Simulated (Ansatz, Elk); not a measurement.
# How far do independent atoms describe Zn3Br?, part 2 of 2

The structure of Zn3Br used here is made up (a known structure type with other elements) and was relaxed beforehand with r2SCAN. The aim is the Fourier transform of its all-electron density, F(hkl), set beside the sum over free spherical atoms that refinements use.

Elk 11.2.3 (patched build); all-electron DFT.

So far: Starting point; Ground state and structure factors; The highest occupied states alone.

The structure was built from a prototype and need not be the compound's stable phase.

## 4. Another functional

Level of this step: DFT, LDA (Perdew-Wang), all-electron APW+lo, Dirac cores, scalar-relativistic bands, static density, no spin (Elk).

The difference from free atoms is small, so it is set against the change that LDA (Perdew-Wang) makes.

File elk.in:

```
tasks
  0
  195

xctype
  3

spinpol
  .false.

rgkmax
  7.0

gmaxvr
  14.0

lmaxo
  7

lmaxapw
  8

swidth
  0.002

tshift
  .false.

ramdisk
  .false.

hmaxvr
  5.5

maxscl
  120

epspot
  1e-06

sppath
  './'

avec
  0.00000000000 6.62561515385 6.62561515385
  6.62561515385 0.00000000000 6.62561515385
  6.62561515385 6.62561515385 0.00000000000

atoms
  2
  'Br.in'
  1
  0.0000000000 -0.0000000000 -0.0000000000   0.000000 0.000000 0.000000
  'Zn.in'
  3
  0.5000000000 0.5000000000 0.5000000000   0.000000 0.000000 0.000000
  0.7500000000 0.7500000000 0.7500000000   0.000000 0.000000 0.000000
  0.2500000000 0.2500000000 0.2500000000   0.000000 0.000000 0.000000

ngridk
  6 6 6
```

On the command line:

```bash
$ OMP_NUM_THREADS=4 elk
```

Numbers of over 12 decimals in the logs are rounded to 6 here.

The program printed:

```text
┌─────────────────────────┐
│ Elk code version 11.2.3 │
└─────────────────────────┘

All units are atomic (Hartree, Bohr, etc.)

┌─────────────────────────────────────────────────┐
│ Ground-state run starting from atomic densities │
└─────────────────────────────────────────────────┘

Lattice vectors :
   0.000000000       6.625615154       6.625615154
   6.625615154       0.000000000       6.625615154
   6.625615154       6.625615154       0.000000000

Reciprocal lattice vectors :
 -0.4741586374      0.4741586374      0.4741586374
[...]
valence                     :    71.00000000
 interstitial                :    5.408390651
 muffin-tins (core leakage)
  species : 1 (Br)
[...]
species : 2 (Zn)
[...]
atom 2                    :    28.72321558     (  0.8005393022E-04)
   atom 3                    :    28.72321558     (  0.8005393022E-04)
 total in muffin-tins        :    119.5916093
 total calculated charge     :    124.9996358
 total charge                :    125.0000000
 error                       :   0.3642375312E-03

┌──────────────────────────────┐
│ Self-consistent loop stopped │
└──────────────────────────────┘

Wrote STATE.OUT
[key lines of the parts left out:]
total energy                :     -7983.6177333352
```

The job ended after 10 s (4 threads of AMD EPYC 7B13 (Zen 3), shared host; peak memory 0.19 GiB; 24 s of CPU time).

Against the first run R = 0.09 %; the largest change is -0.047 at 440.

## 5. Basis size

The basis and the expansions that go with it are enlarged, to see whether the differences are converged.

elk.in, as its differences from that of step 4:

```diff
@@ -5,3 +5,3 @@
 xctype
-  3
+  20
 
@@ -11,12 +11,12 @@
 rgkmax
-  7.0
+  8.5
 
 gmaxvr
-  14.0
+  18.0
 
 lmaxo
-  7
+  9
 
 lmaxapw
-  8
+  10
```

On the command line:

```bash
$ OMP_NUM_THREADS=4 elk
```

The program printed:

```text
┌─────────────────────────┐
│ Elk code version 11.2.3 │
└─────────────────────────┘

All units are atomic (Hartree, Bohr, etc.)

┌─────────────────────────────────────────────────┐
│ Ground-state run starting from atomic densities │
└─────────────────────────────────────────────────┘

Lattice vectors :
   0.000000000       6.625615154       6.625615154
   6.625615154       0.000000000       6.625615154
   6.625615154       6.625615154       0.000000000

Reciprocal lattice vectors :
 -0.4741586374      0.4741586374      0.4741586374
[...]
valence                     :    71.00000000
 interstitial                :    5.407351602
 muffin-tins (core leakage)
  species : 1 (Br)
[...]
species : 2 (Zn)
[...]
atom 2                    :    28.71523051     (  0.7980408578E-04)
   atom 3                    :    28.71523051     (  0.7980408578E-04)
 total in muffin-tins        :    119.5926484
 total calculated charge     :    124.9997182
 total charge                :    125.0000000
 error                       :   0.2818031257E-03

┌──────────────────────────────┐
│ Self-consistent loop stopped │
└──────────────────────────────┘

Wrote STATE.OUT
[key lines of the parts left out:]
total energy                :     -7994.9516580739
```

Run time: 36 s. Hardware: 4 threads; peak memory 0.36 GiB.

Against the first run R = 0.01 %; the largest change is -0.011 at 440.

## 6. Basis size

A smaller basis shows how fast F responds to it; the change is likely larger than the basis error of the first run, but doesn't show convergence.

elk.in, as its differences from that of step 5:

```diff
@@ -11,12 +11,12 @@
 rgkmax
-  8.5
+  5.5
 
 gmaxvr
-  18.0
+  14.0
 
 lmaxo
-  9
+  7
 
 lmaxapw
-  10
+  8
```

On the command line:

```bash
$ OMP_NUM_THREADS=4 elk
```

The program printed:

```text
┌─────────────────────────┐
│ Elk code version 11.2.3 │
└─────────────────────────┘

All units are atomic (Hartree, Bohr, etc.)

┌─────────────────────────────────────────────────┐
│ Ground-state run starting from atomic densities │
└─────────────────────────────────────────────────┘

Lattice vectors :
   0.000000000       6.625615154       6.625615154
   6.625615154       0.000000000       6.625615154
   6.625615154       6.625615154       0.000000000

Reciprocal lattice vectors :
 -0.4741586374      0.4741586374      0.4741586374
[...]
valence                     :    71.00000000
 interstitial                :    5.575674702
 muffin-tins (core leakage)
  species : 1 (Br)
[...]
species : 2 (Zn)
[...]
atom 2                    :    28.67445942     (  0.8028628859E-04)
   atom 3                    :    28.67445942     (  0.8028628859E-04)
 total in muffin-tins        :    119.4243253
 total calculated charge     :    124.9995725
 total charge                :    125.0000000
 error                       :   0.4275287904E-03

┌──────────────────────────────┐
│ Self-consistent loop stopped │
└──────────────────────────────┘

Wrote STATE.OUT
[key lines of the parts left out:]
total energy                :     -7994.7926083177
```

Wall time 15 s (4 threads); peak memory 0.19 GiB; 34 s of CPU time.

Against the first run R = 0.03 %; the largest change is +0.070 at 422.

## 7. Settings against the effect

| run | R against the first run (%) | R against neutral atoms, low angle (%) | wall time |
| --- | --- | --- | --- |
| PBE, rgkmax 7 | 0.00 | 0.75 | 17 s |
| LDA (Perdew-Wang) | 0.09 | 0.77 | 10 s |
| rgkmax 8.5 with larger expansions | 0.01 | 0.74 | 36 s |
| rgkmax 5.5 | 0.03 | 0.73 | 15 s |

## 8. What came out

- R against neutral atoms, sin θ/λ < 0.3 Å⁻¹: 0.75 %
- R against neutral atoms, 0.3 to 0.82 Å⁻¹: 0.39 %

**Reading.** Independent neutral atoms miss the calculated amplitudes by R = 0.75 % below 0.3 Å⁻¹ and 0.39 % from there to 0.82 Å⁻¹; by shells, 2.56 % below 0.15 Å⁻¹ (2 forms), 0.69 % 0.15 to 0.3 (4 forms), 0.47 % 0.3 to 0.45 (9 forms), 0.38 % above 0.45 (49 forms). Bonding, aspherical density and the tables' own atoms all enter these figures, and the runs don't part them. The largest change of an amplitude is -0.53 electrons, at 400. The window's part falls from 41.0 electrons at the origin to at most 9.24 between 0.45 and 0.82 Å⁻¹, where compact states inside the window still scatter. Below 0.3 Å⁻¹ the changes that finished (LDA (Perdew-Wang), rgkmax 8.5 with larger expansions and rgkmax 5.5) move F by R = 0.05 % at most, against the 0.75 % that separates it from free atoms. The k-mesh has no finished test. The electron count is odd, so without spin the run is a metal by force. Part of the difference isn't bonding: the tables are fits to free atoms and ions calculated by other methods than this functional. Thermal motion, anomalous dispersion and extinction are left out.

[Logs are printed without paths, hosts, clocks, repeated set-up lines and the standing remarks that a program may print on its own settings, such as how far it seeks lower states.]

[Hosts, paths, dates, database ids (printed as entryN), source tags and the programs' standing remarks are cut or masked in the printed files.]
